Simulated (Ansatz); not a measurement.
# A hypothetical structure for Fe2RuSe4, part 2 of 2

This structure for Fe2RuSe4 is made up. Its elements were placed in a known structure type with a cell scaled to their sizes. What cell does the guess relax to, and how far off was it?

Ansatz 0.2.0; DFT, PBEsol, plane-wave PAW, files of the set soft_1, scalar-relativistic, ferromagnetic start, cell and ions relaxed at zero pressure; PAW set soft_1 (the session's first sound run).

So far: The starting structure; Relaxing cell and atoms.

## Step 3: Bands of the relaxed cell

With the geometry fixed, one more self-consistent run, with a narrower smearing and the mesh shown in its input, gives the bands, and its pressure, and its forces where symmetry allows any, show how far the geometry depends on these settings.

This step: DFT, PBEsol, plane-wave PAW, files of the set soft_1, scalar-relativistic, no spin, bands and density of states at the relaxed cell; PAW set soft_1 (Ansatz 0.2.0).

Contents of input.yaml:

```yaml
crystal:
  lattice:
    - [5.8864092772, -1.7732133911, -0.0624444661]
    - [5.8864092772, 1.7732133911, -0.0624444661]
    - [-2.7431913709, 0.0, 5.3437405347]
  atoms:
    - { symbol: Ru, position: [0.0, 0.0, 0.0] }
    - { symbol: Se, position: [0.1168670214, 0.1168670214, 0.4641953832] }
    - { symbol: Se, position: [0.8831329786, 0.8831329786, 0.5358046168] }
    - { symbol: Se, position: [0.3566125153, 0.3566125153, 0.0156545622] }
    - { symbol: Se, position: [0.6433874847, 0.6433874847, 0.9843454378] }
    - { symbol: Fe, position: [0.2596155639, 0.2596155639, 0.291820592] }
    - { symbol: Fe, position: [0.7403844361, 0.7403844361, 0.708179408] }
kpoints:
  mp_grid: { grid: [10, 10, 6] }
  band_path:
    path:
      - [[0.0, 0.5, 0.0], [0.0, 0.0, 0.0], [0.0, 0.0, -0.5]]
      - [[0.0, 0.5, -0.5], [0.0, 0.0, 0.0], [-0.5, -0.5, 0.5]]
      - [[-0.5, 0.0, 0.5], [0.0, 0.0, 0.0], [-0.5, -0.5, 0.0]]
      - [[-0.5, 0.0, 0.0], [0.0, 0.0, 0.0]]
    npoints: 11
scf:
  occupations: { method: fermi_dirac, width: 0.03 }
  n_extra_bands: 11
hamiltonian:
  xc: pbesol
  pseudopotentials: { kind: paw, azcp: { folder: soft_1 }, xc_functional: pbe }
output:
  forces: true
  stress: true
  write_bands: true
  dos: { projected: true }
  write_density: true
  write_potential: true
  elf: true
  volumetric_format: npy
```

On the command line:

```console
$ ansatz run input.yaml --threads 4 --pin off --max-ram 10240MiB --backend cpu --events-out ev --progress --plain --runs-dir out
```

Numbers of over 12 decimals in the logs are rounded to 6 here.

Output:

```text
[...]
Crystal: 7 atoms, lattice volume = 110.947 Å³
Basis set: ecut = 420 eV, 2169 PW (Γ), exchange–correlation on 90×90×90 points (8 copies of the dense FFT grid, shifted against one another)
Bands: 67, of which v1, the nominal top of the filled ones, is band 56 counted from 1 (55 counted from 0)
Symmetry: 4 space group operations
[...]
k-points: 172 of 600
[...]
SCF iter   1: F=—  HF=-36439.450011 eV  |F-HF|=—  |Δ(HF+E_count)|=         —  Δρ=4.07e-1  dr2=2.76e2  ethr=3.10e-3  ⟨swp⟩=6.0  Hψ=38111  notcnv=0  defer=6
[...]
SCF iter  14: F=-36413.088486 eV  HF=-36413.088486 eV  |F-HF|=5.30e-9  |Δ(HF+E_count)|=   1.26e-8  Δρ=4.14e-6  dr2=1.73e-8  ethr=8.93e-11  ⟨swp⟩=15.3  Hψ=91610  notcnv=0
SCF 1 converged in 14 iterations: F = -36413.088486 eV  dr2 = 1.73e-8
[...]
NSCF: frozen V_eff on 81 k-points
SCF converged after 14 iterations
Free energy (F): -36413.088486 eV
[...]
Internal energy: -36413.075742 eV  (E = F + TS)
E sigma→0 (E₀):  -36413.082114 eV
Entropy (-TS):   -0.012744 eV (-1.821 meV/atom)
Fermi energy:    14.874213 eV
[...]
--- Forces (eV/Å), atoms counted from 1 ---
  atom   1  Ru     0.00000000     0.00000000     0.00000000
  atom   2  Se     0.01267016     0.00000000     0.00985955
  atom   3  Se    -0.01267016     0.00000000    -0.00985955
  atom   4  Se    -0.02028978     0.00000000    -0.00704072
  atom   5  Se     0.02028978     0.00000000     0.00704072
  atom   6  Fe     0.01388500     0.00000000    -0.02112981
  atom   7  Fe    -0.01388500     0.00000000     0.02112981
  max |Σ_I F_I| component: 3.47e-18 eV/Å
--- Stress (GPa, compression-positive) ---
       -0.021452       0.000000      -0.011620
        0.000000      -0.040899       0.000000
       -0.011623       0.000000      -0.019382
  P = ⅓ Tr σ = -0.0272 GPa (-0.272 kbar)
--- Band table (eV; the first three rows and the last of 172) ---
  k-point 0: bands = [... 52 lower, 13.7367, 14.3650, 15.0022, 15.0121, 15.0497, 15.1329, 16.0173, 16.1154, ... 7 higher]
  k-point 1: bands = [... 52 lower, 13.9747, 14.1350, 14.4351, 15.1884, 15.2043, 15.2531, 15.9547, 16.3005, ... 7 higher]
  k-point 2: bands = [... 52 lower, 13.8428, 14.0550, 14.0842, 15.1832, 15.4740, 15.5317, 15.9019, 16.5562, ... 7 higher]
  k-point 171: bands = [... 52 lower, 13.7538, 14.1478, 14.8186, 15.1825, 15.3867, 15.5389, 15.6150, 16.0686, ... 7 higher]
```

It took 11 s on 4 threads of AMD EPYC 9B45 (Zen 5), shared host; peak memory 1.2 GiB.

The column dr2 measures how far the density is from self-consistency, as an energy; F and HF (Harris–Foulkes) agree once it is small.

Numbers from this step:

| Quantity | Value |
| --- | --- |
| free energy | -36413.0885 eV |
| energy at zero smearing | -36413.0821 eV |
| smearing term TS | 0.01274 eV |
| pressure | -0.02724 GPa |

From bands.tsv, the bands that come nearest the Fermi level along the path, at its corners, in eV from the Fermi level:

```
point  band 53  band 54  band 55  band 56  band 57  band 58  band 59  band 60
    X    -0.85    -0.75    -0.70    -0.51    -0.03     0.06     0.51     1.45
    Γ    -1.14    -0.51     0.13     0.14     0.18     0.26     1.14     1.24
    Y    -1.11    -0.95    -0.85     0.30     0.73     0.88     1.08     1.49
    L    -0.94    -0.77    -0.55    -0.37    -0.25     0.63     1.12     1.46
    Γ    -1.14    -0.51     0.13     0.14     0.18     0.26     1.14     1.24
    Z    -1.12    -0.73    -0.06     0.31     0.51     0.66     0.74     1.19
    N    -0.94    -0.77    -0.55    -0.37    -0.25     0.63     1.12     1.46
    Γ    -1.14    -0.51     0.13     0.14     0.18     0.26     1.14     1.24
    M    -1.08    -0.84    -0.68    -0.58     0.20     1.13     1.43     1.91
    R    -0.85    -0.75    -0.70    -0.51    -0.03     0.06     0.51     1.45
    Γ    -1.14    -0.51     0.13     0.14     0.18     0.26     1.14     1.24
```

States per cell as run, both spins, in windows of 1 eV, from dos.tsv (zero at the Fermi level): Near the top, bands beyond those computed are missing, so counts there can be too low.

| from | to | total |
| --- | --- | --- |
| -8 | -7 | 1.42 |
| -7 | -6 | 4.26 |
| -6 | -5 | 3.78 |
| -5 | -4 | 5.62 |
| -4 | -3 | 6.75 |
| -3 | -2 | 3.42 |
| -2 | -1 | 7.02 |
| -1 | 0 | 7.76 |
| 0 | 1 | 5.34 |
| 1 | 2 | 4.17 |
| 2 | 3 | 3.66 |
| 3 | 4 | 0.79 |
| 4 | 5 | 0.54 |

Below -8 eV lie 72.0 more states.

Electrostatic potential energy in the ac plane of the conventional cell at fractional y = 0.000, with atoms of Ru and Se and Fe within 0.2 Å of it. With pseudopotentials it is smooth inside the atoms' cores, unlike the true potential.

Ten even steps from '0' (-44 eV) to '9' (19 eV), each cell a mean:
```
016999998679868999769986899998500
269999998666689999767768888898510
799999999878899999866787434798766
999999999999999999988973002699888
999999999999999999999840003787678
999877789999999999999831026866767
998666689999999999999853478679967
986898689999999999999988897699868
977997688668999999999999997687689
867876863236999999999999997667899
876668720026999999999999998889999
987888400038999999999999999999999
878898411378878999999988999999999
435898656786666899998766899999997
002799989867976899986776799999961
003899999779976999868996799999710
```
Columns run along a (11.8 Å; values clipped at the 3rd and 97th percentile), rows up along c (6.0 Å), edges of the conventional cell, whose origin can differ from the input's. Atoms in or near the plane, at fractional coordinates: Ru at (0.00, 0.00), Se at (0.12, 0.46), Se at (0.88, 0.54), Se at (0.36, 0.02), Se at (0.64, 0.98), Fe at (0.26, 0.29), Fe at (0.74, 0.71).

ELF in the ac plane of the conventional cell at fractional y = 0.000, with atoms of Ru and Se and Fe within 0.2 Å of it. It is the smooth field of the valence electrons, not physical close to the nuclei.

Ten even steps from '0' (0.02) to '9' (0.85), each cell a mean:
```
674210025753476314773258621122466
543100026877753125876787322222355
321000025776421025789963343222233
320000123442100013677523674234444
510134322110000001233226973357887
523677642100000000011136733676788
437877763111110000011124325752488
478534763112211000012222147621586
587215752222110000011211257656874
797457623542110000001101246778733
798776348852121000000000134665213
577653369732455310000012222221013
232232355326888631001356531000012
443222232369888731125788741000123
665322123686468631356667741001256
565221125762157522574137731112366
```
Columns run along a (11.8 Å), rows up along c (6.0 Å), edges of the conventional cell, whose origin can differ from the input's. Atoms in or near the plane, at fractional coordinates: Ru at (0.00, 0.00), Se at (0.12, 0.46), Se at (0.88, 0.54), Se at (0.36, 0.02), Se at (0.64, 0.98), Fe at (0.26, 0.29), Fe at (0.74, 0.71).

Valence density in the ac plane of the conventional cell at fractional y = 0.000, with atoms of Ru and Se and Fe within 0.2 Å of it. It is the smooth field of the valence electrons, not physical close to the nuclei.

Values in e/Å³, 9 rows by 16 columns, each cell a mean:
```
 5  0  0  0  1  9  2  0  0  5 18  1  0  0  1  6
 0  0  0  0  0  0  0  0  0  1  1  2  5  1  0  1
 0  0  0  0  0  0  0  0  0  0  1 15 13  1  1  1
 0  1  2  1  0  0  0  0  0  0  1  5  1  3 16  1
 0 16 18  1  0  0  0  0  0  0  0  0  0  8 16  1
 1  7  3  2 10  2  0  0  0  0  0  0  0  1  0  0
 0  1  0  9 17  1  0  0  0  0  0  0  0  0  0  0
 2  1  0  2  1  1  1  0  0  0  1  1  0  0  0  1
 8  1  0  0  1 21 11  0  0  1 18  2  0  0  0  5
```
Columns run along a (11.8 Å), rows up along c (6.0 Å), edges of the conventional cell, whose origin can differ from the input's. Atoms in or near the plane, at fractional coordinates: Ru at (0.00, 0.00), Se at (0.12, 0.46), Se at (0.88, 0.54), Se at (0.36, 0.02), Se at (0.64, 0.98), Fe at (0.26, 0.29), Fe at (0.74, 0.71).

## Step 4: Results

```yaml
space_group_relaxed: C2/m
conventional_cell: a = 11.773, b = 3.546, c = 6.007 Å; α = 90.0°, β = 117.8°, γ = 90.0°
volume_per_atom: 15.85 Å³ (guess 16.18)
total_moment: 0.00 μB in the cell of 7 atoms
```

**Reading.** Fe2RuSe4 relaxes to C2/m with a = 11.773, b = 3.546 and c = 6.007 Å. The guessed volume was 2 % too large. The space group C2/m was held in the relaxation, so the end point is a stationary structure within it and may be a saddle against distortions or other arrangements. The moments died out from this one start and weren't seeded again at the relaxed cell. Bands cross the Fermi level, so it is a metal or semimetal at this level. On the 10×10×6 mesh with the narrower smearing (relaxed on 8×8×5) the largest force component is 0.021 eV/Å and the largest stress component is 0.041 GPa, against the relaxation's thresholds of 0.015 eV/Å and 0.05 GPa. The cutoff wasn't tested. No dispersion term is used, so weakly bound directions may come out too long. Nothing here tests whether the compound is stable against decomposition.

[Logs are printed without paths, hosts, clocks, repeated set-up lines and the standing remarks that a program may print on its own settings, such as how far it seeks lower states.]

[Hosts, paths, dates, database ids (printed as entryN), source tags and the programs' standing remarks are cut or masked in the printed files.]
